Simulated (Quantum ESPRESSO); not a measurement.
# Near-edge structure at the C K edge of Dy2C (R-3m), part 4 of 4

Aim: the near-edge shape at the C K edge of Dy2C (R-3m), and what the core hole does to it.

Quantum ESPRESSO 7.5; X-ray absorption near-edge structure, plane-wave PAW LDA, one-electron final states by a Lanczos continued fraction.

So far. Step 8 (Spectrum with XCH, C atom 3): Main maxima below 24 eV (height): 4.8 eV (1.81), 7.0 eV (2.05), 11.2 eV (1.33), 16.8 eV (0.81) and 22.6 eV (1.02).  Step 8 (Spectrum with XCH, C atom 3): The total-energy difference is 284.64 eV. One term is added: -6.67 eV, since the hole is spin-paired here and a spin-polarised one costs that much less in the free atom (computed apart). The photon energy is then 277.97 eV.

**11. Spectrum with FCH, C atom 3**

Changed against the first core-hole run: core hole to FCH.

File xspectra.in:

```
&input_xspectra
   calculation='xanes_dipole', edge='K'
   prefix='x', outdir='tmp', xiabs=2, xe0=9.9862
   xonly_plot=.false., x_save_file='xanes.sav'
   xniter=3000, xcheck_conv=20, xerror=0.005
   xcoordcrys=.false., xepsilon(1)=1, xepsilon(2)=0, xepsilon(3)=0
/
&plot
   xnepoint=413, xemin=-10, xemax=45, terminator=.true., cut_occ_states=.true.
   xgamma=0.4
/
&pseudos
   filecore='../C.wfc'
/
&cut_occ
   cut_desmooth=0.1, cut_stepl=0.05, cut_stepu=0.05, cut_ierror=1e-5
/
6 6 5 0 0 0
```

Command:

```sh
$ OMP_NUM_THREADS=1 mpirun --oversubscribe --bind-to none -np 4 xspectra.x -nk 4 -in xspectra.in > xspectra.out
```

Log:

```text
     [... banner and references ...]
Reading input_file

     calculation: xanes_dipole

     xepsilon  [cartesian coordinates]:   1.000000   0.000000   0.000000

     xonly_plot: FALSE
        => complete calculation: Lanczos + spectrum plot

     filecore (core-wavefunction file): ../C.wfc

     main plot parameters:
        cut_occ_states: TRUE
        gamma_mode:  constant
        -> using xgamma [eV]:  0.40
        xemin [eV]: -10.00
        xemax [eV]:  45.00
        xnepoint:  413
        xe0 [eV]:   9.986200 (energy zero read in input file)

[...]
Results of STEP 1 successfully written in x_save_file
     x_save_file name:
     ->  xanes.sav
     x_save_file version:  2

     ... End STEP 1 ...

     ... Begin STEP 2 ...

     The spectrum is calculated using the following parameters:
        xe0 [eV]:    9.9862
        the occupied states are elimintate from the spectrum
        xemin [eV]: -10.00
        xemax [eV]:  45.00
        xnepoint:  413
        constant broadening parameter [eV]:    0.400
        Core level energy [eV]:  -284.2
         (from electron binding energy of neutral atoms in X-ray data booklet)

     Cross-section successfully written in xanes.dat

     ... End STEP 2 ...

                                END JOB XSpectra
```

Run time: 4.6 min. Hardware: 4 MPI ranks of Intel Xeon Platinum 8488C (Sapphire Rapids), shared host; peak memory 0.26 GiB; 18 min of CPU time.

| E (eV) | first run | this run |
| --- | --- | --- |
| -2.0 | 0.05 | 0.05 |
| -1.0 | 0.09 | 0.09 |
| 0.0 | 0.27 | 0.26 |
| 1.0 | 0.58 | 0.56 |
| 2.0 | 0.80 | 0.75 |
| 3.0 | 1.43 | 1.38 |
| 4.0 | 1.71 | 1.71 |
| 5.0 | 1.80 | 1.82 |
| 6.0 | 1.64 | 1.65 |
| 7.0 | 2.04 | 2.04 |
| 8.0 | 0.99 | 1.07 |
| 9.0 | 0.61 | 0.62 |
| 10.0 | 0.72 | 0.64 |
| 11.0 | 1.29 | 1.26 |
| 12.0 | 1.07 | 1.08 |
| 13.0 | 1.04 | 1.07 |
| 14.0 | 0.87 | 0.93 |
| 15.0 | 0.43 | 0.44 |
| 16.0 | 0.67 | 0.63 |
| 17.0 | 0.79 | 0.80 |
| 18.0 | 0.62 | 0.64 |
| 19.0 | 0.56 | 0.56 |
| 20.0 | 0.55 | 0.55 |
| 21.0 | 0.54 | 0.52 |
| 22.0 | 0.86 | 0.80 |
| 23.0 | 0.94 | 0.97 |
| 24.0 | 0.83 | 0.84 |
| 25.0 | 0.74 | 0.74 |
| 26.0 | 0.61 | 0.63 |
| 27.0 | 0.50 | 0.50 |
| 28.0 | 0.58 | 0.57 |
| 29.0 | 0.74 | 0.72 |
| 30.0 | 0.72 | 0.73 |
| 31.0 | 0.64 | 0.65 |
| 32.0 | 0.55 | 0.56 |

Against the first run the r.m.s. difference is 4 %. The highest intensity below 16 eV goes from 7.0 eV (2.05) to 7.1 eV (2.06).

The photon energy of the zero moves by -0.01 eV.

**12. Supercell without a hole, the energy reference**

The cutoff changes for the next run, so it gets a reference energy of its own.

File scf.in:

```
&control
   calculation='scf', prefix='x', pseudo_dir='../pp', outdir='tmp', tprnfor=.true.
/
&system
   ibrav=0, nat=9, ntyp=2, nbnd=48
   ecutwfc=75, ecutrho=600
   occupations='smearing', smearing='mv', degauss=0.015
/
&electrons
   conv_thr=9.0e-08, electron_maxstep=120
   mixing_beta=0.5
/
ATOMIC_SPECIES
Dy 1.0 Dy.lda-spdn-kjpaw.UPF
C 1.0 C.lda-n-kjpaw.UPF
CELL_PARAMETERS angstrom
  -5.38766789 -3.11057151 0.00000000
  5.38766789 -3.11057151 0.00000000
  1.79588930 1.03685717 6.11639448
ATOMIC_POSITIONS crystal
Dy   0.73970792 0.00000000 0.21912376
Dy   0.40637459 0.33333333 0.21912376
Dy   0.07304125 0.66666667 0.21912376
Dy   0.26029208 0.00000000 0.78087624
Dy   0.92695875 0.33333333 0.78087624
Dy   0.59362541 0.66666667 0.78087624
C    0.00000000 0.00000000 0.00000000
C    0.66666667 0.33333333 0.00000000
C    0.33333333 0.66666667 0.00000000
K_POINTS automatic
5 5 4 0 0 0
```

Command:

```sh
$ OMP_NUM_THREADS=1 mpirun --oversubscribe --bind-to none -np 4 pw.x -nk 4 -in scf.in > scf.out
```

Log:

```text
     [... banner and references ...]
[banner, memory and clock lines left out]
Found identity + ( -0.3333  0.3333  0.0000) symmetry
     This is a supercell, fractional translations are disabled
     using ibrav=0 with symmetry is DISCOURAGED, use correct ibrav instead

     G-vector sticks info

     bravais-lattice index     =            0
     lattice parameter (alat)  =      11.7563  a.u.
     unit-cell volume          =    1383.4488 (a.u.)^3
[...]
atom    1 type  1   force =    -0.00012729   -0.00007349   -0.01939491
     atom    2 type  1   force =    -0.00010771   -0.00004112   -0.01939870
     atom    3 type  1   force =    -0.00008946   -0.00007272   -0.01939870
[...]
atom    8 type  2   force =     0.00000070   -0.00000121   -0.00000000
     atom    9 type  2   force =    -0.00000070    0.00000121    0.00000000

     Total force =     0.047515     Total SCF correction =     0.000156

     XML data file, charge density, pseudopotentials, collected wavefunctions
[key lines of the parts left out:]
!    total energy              =   -3482.61158801 Ry
the Fermi energy is     9.9084 ev
convergence has been achieved in  15 iterations
```

Wall time 2.6 min (4 MPI ranks); peak memory 0.6 GiB; 10 min of CPU time.

Reference energy: -1986699.361 eV with the cores included.

**13. Supercell with XCH, C atom 3**

A test of how far the result depends on this setting.

Changed against the first core-hole run: cutoff (Ry) to 75 and density cutoff (Ry) to 600.

scf.in, as its differences from that of step 12:

```diff
@@ -4,3 +4,3 @@
 &system
-   ibrav=0, nat=9, ntyp=2, nbnd=48
+   ibrav=0, nat=9, ntyp=3, nbnd=49
    ecutwfc=75, ecutrho=600
@@ -14,2 +14,3 @@
 Dy 1.0 Dy.lda-spdn-kjpaw.UPF
+C0 1.0 C.lda-n-kjpaw-1sch.UPF
 C 1.0 C.lda-n-kjpaw.UPF
@@ -26,3 +27,3 @@
 Dy   0.59362541 0.66666667 0.78087624
-C    0.00000000 0.00000000 0.00000000
+C0   0.00000000 0.00000000 0.00000000
 C    0.66666667 0.33333333 0.00000000
```

Log:

```text
     [... banner and references ...]
[banner, memory and clock lines left out]
using ibrav=0 with symmetry is DISCOURAGED, use correct ibrav instead

     G-vector sticks info

     bravais-lattice index     =            0
     lattice parameter (alat)  =      11.7563  a.u.
     unit-cell volume          =    1383.4488 (a.u.)^3
     number of atoms/cell      =            9
     number of atomic types    =            3
[...]
atom    1 type  1   force =    -0.00860650   -0.00496897   -0.01903006
     atom    2 type  1   force =     0.00009318    0.00994605   -0.01915585
     atom    3 type  1   force =     0.00866012   -0.00489232   -0.01915585
[...]
atom    8 type  3   force =     0.00011414   -0.00019770   -0.00000000
     atom    9 type  3   force =    -0.00011414    0.00019770    0.00000000

     Total force =     0.052777     Total SCF correction =     0.000420

     XML data file, charge density, pseudopotentials, collected wavefunctions
[key lines of the parts left out:]
!    total energy              =   -3487.14372214 Ry
the Fermi energy is    10.0069 ev
convergence has been achieved in  15 iterations
```

Run time: 2.7 min. Hardware: 4 MPI ranks; peak memory 0.62 GiB; 11 min of CPU time.

Energy with the hole: -1986414.731 eV, cores included.

**14. Spectrum with XCH, C atom 3**

Changed against the first core-hole run: cutoff (Ry) to 75 and density cutoff (Ry) to 600.

xspectra.in, as its differences from that of step 11:

```diff
@@ -2,3 +2,3 @@
    calculation='xanes_dipole', edge='K'
-   prefix='x', outdir='tmp', xiabs=2, xe0=9.9862
+   prefix='x', outdir='tmp', xiabs=2, xe0=10.0069
    xonly_plot=.false., x_save_file='xanes.sav'
```

Command:

```sh
$ OMP_NUM_THREADS=1 mpirun --oversubscribe --bind-to none -np 4 xspectra.x -nk 4 -in xspectra.in > xspectra.out
```

Log:

```text
     [... banner and references ...]
Reading input_file

     calculation: xanes_dipole

     xepsilon  [cartesian coordinates]:   1.000000   0.000000   0.000000

     xonly_plot: FALSE
        => complete calculation: Lanczos + spectrum plot

     filecore (core-wavefunction file): ../C.wfc

     main plot parameters:
        cut_occ_states: TRUE
        gamma_mode:  constant
        -> using xgamma [eV]:  0.40
        xemin [eV]: -10.00
        xemax [eV]:  45.00
        xnepoint:  413
        xe0 [eV]:  10.006900 (energy zero read in input file)

[...]
|-------------------------------------------------------------
 okvan= T
        |   Norm of the initial Lanczos vector: 0.17350239E+00
[...]
!   => CONVERGED at iter    580 with error=  0.00427852
        |-------------------------------------------------------------
     [... 30 further k-points ...]
        ! k-point #    33:  (-0.0962, -0.1667,  0.4634),  0.0111,   1
        |-------------------------------------------------------------
 okvan= T
        |   Norm of the initial Lanczos vector: 0.17350334E+00
[...]
|   Estimated error at iter     40:   0.53532863
        |   Estimated error at iter     60:   0.25595971
```

Run time: 14 min. Hardware: 4 MPI ranks; peak memory 0.05 GiB.

The run was cut off at its time limit.

The time allowed ran out, so this step gives no result.

**15. With and without the hole**

Both curves are counted from their own zero, so only the shift of weight within the empty states shows.

| E (eV) | no hole | XCH |
| --- | --- | --- |
| -2.0 | 0.04 | 0.05 |
| -1.0 | 0.07 | 0.09 |
| 0.0 | 0.25 | 0.27 |
| 1.0 | 0.45 | 0.58 |
| 2.0 | 0.50 | 0.80 |
| 3.0 | 0.77 | 1.43 |
| 4.0 | 1.15 | 1.71 |
| 5.0 | 1.31 | 1.80 |
| 6.0 | 1.33 | 1.64 |
| 7.0 | 1.76 | 2.04 |
| 8.0 | 1.99 | 0.99 |
| 9.0 | 0.93 | 0.61 |
| 10.0 | 0.56 | 0.72 |
| 11.0 | 1.16 | 1.29 |
| 12.0 | 1.34 | 1.07 |
| 13.0 | 1.32 | 1.04 |
| 14.0 | 1.23 | 0.87 |
| 15.0 | 0.69 | 0.43 |
| 16.0 | 0.64 | 0.67 |
| 17.0 | 0.87 | 0.79 |
| 18.0 | 0.81 | 0.62 |
| 19.0 | 0.65 | 0.56 |
| 20.0 | 0.61 | 0.55 |
| 21.0 | 0.51 | 0.54 |
| 22.0 | 0.64 | 0.86 |
| 23.0 | 0.98 | 0.94 |
| 24.0 | 1.00 | 0.83 |
| 25.0 | 0.93 | 0.74 |
| 26.0 | 0.83 | 0.61 |
| 27.0 | 0.58 | 0.50 |
| 28.0 | 0.62 | 0.58 |
| 29.0 | 0.70 | 0.74 |
| 30.0 | 0.87 | 0.72 |
| 31.0 | 0.85 | 0.64 |
| 32.0 | 0.71 | 0.55 |

With each curve scaled to its own mean, the area from −2 to 6 eV with the hole is 7.5 against 5.2, and the centre of weight from −1 to 20 eV moves by -1.0 eV: the hole pulls the absorber's empty states down.

**16. What came out**

```yaml
absorber_and_edge: C K, atom 3 of the ground-state input (counted from 1)
surroundings: 6 Dy at 2.47 Å (octahedral, site symmetry -3m)
highest_intensity_below_16_ev: 7.0 eV above the zero, height 2.05
photon_energy_of_the_zero_with_the_added_terms: 278.0 eV (raw 284.6 eV; LDA puts this hole about 3 eV below PBE, itself good to a few eV)
```

What this shows: The C K edge of atom 3, with 6 Dy at 2.47 Å (octahedral, site symmetry -3m), has its highest intensity of the first 16 eV at 7.0 eV above the zero, near 285 eV in photon energy (LDA puts this hole about 3 eV below PBE, itself good to a few eV), 2.0 times the mean level of the first 20 eV (Lorentzian half width 0.4 eV). With each curve scaled to its own mean, the area from −2 to 6 eV with the hole is 7.5 against 5.2, and the centre of weight from −1 to 20 eV moves by -1.0 eV: the hole pulls the absorber's empty states down. Changing the core hole to FCH alters the shape by 4 % r.m.s., so the result is insensitive to this choice. At the C K edge of atom 3 polarisation matters most near 12.2 eV, where the curves differ by 0.5 on this scale. The run has no spin polarisation, although Dy can carry a moment. Lanthanide 4f electrons are frozen in the core. The holes are only 6.2 Å apart, so the shape is probably not converged with cell size; no larger cell was run here. Lifetime broadening is put in by hand, and intensities beyond about 20 eV depend on it and on the partial waves. The structure is a computed Materials Project entry and may be a hypothetical form.

[Banner, clock and machine lines of the logs are left out without a mark of their own.]

[Logs are printed without paths, hosts, clocks, repeated set-up lines and the standing remarks that a program may print on its own settings, such as how far it seeks lower states.]

[Hosts, paths, dates, database ids (printed as entryN), source tags and the programs' standing remarks are cut or masked in the printed files.]

[Lists of maxima count a maximum above −3 eV only where it reaches 4 % of the highest in the window and stands out from its surroundings by 2 % of it (1.5 % where it reaches 55 %); shoulders and weaker maxima are passed over, and of the rest the first, up to two pre-edge ones and the few strongest are named.]
